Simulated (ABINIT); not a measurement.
Entries from a set of simulations; values are calculated unless marked as measured.

```
! title: Quasiparticle gap of MgS (F-43m) in ABINIT
! method: RPA screening on LDA, plane waves, norm-conserving pseudopotentials (and 2 further levels or steps)
! program: ABINIT 10.8.3
! settings: cutoff 38 Ha, PseudoDojo scalar-relativistic 0.4.1 standard, norm-conserving, ngkpt (4, 4, 4), nband 38, ecuteps 3.9 Ha, inclvkb 2, shiftk (0, 0, 0), symchi 1, awtr 1, frequency ppm, 4×4×4 k-mesh
! cost: 5 runs, 62 s in all on 4 MPI ranks of Arm Neoverse N1, shared host
! notes: The cell and positions are those that the Materials Project relaxed with its own functionals (PBE, PBE+U or r2SCAN), kept fixed. This is not the form that MgS usually takes at ambient conditions. The 4×4×4 mesh is coarse for this cell, which bears on the long-range parts of exchange and screening.
! LDA gap: 3.17 eV, direct
! G0W0 gap on the mesh: 4.92 eV
! GW settings: 4×4×4 mesh, 38 bands, screening to 106.1 eV, Godby-Needs plasmon pole
! known limits: short of the basis limit; coarse k mesh
CELL_PARAMETERS angstrom
0.00000 2.83312 2.83312
2.83312 0.00000 2.83312
2.83312 2.83312 0.00000
ATOMIC_POSITIONS crystal
Mg 0.00000 0.00000 0.00000
S 0.75000 0.75000 0.75000
```

[Long decimals in the printed logs are rounded to 6 places.]

[Logs are printed without paths, hosts, clocks, repeated set-up lines and the standing remarks that a program may print on its own settings, such as how far it seeks lower states.]

[Paths, hosts, dates, memory and timing lines, banners, echoed tables and standing remarks are left out of the program output; an Ansatz launch command may be rebuilt from the run's recorded settings. Measured values are a selection of at most five: reports struck by readers or far from the other reports are left out. None is set beside runs whose start may be inverted or whose files or cutoffs have a known fault.]

[Runs of the session that timed out or met a known fault of the program may be left out.]

[Hosts, paths, dates, database ids (printed as entryN), source tags and the programs' standing remarks are cut or masked in the printed files.]

[G0W0 gaps are taken among the corrected bands and points alone; a level outside them can change the order at an edge.]

[Where Ansatz stands beside ABINIT at settings called matched, ABINIT's density can come from a denser mesh and the files from another edition; pairs whose starting gaps differed by over 0.03 eV were left out, so agreement reads better than it is.]
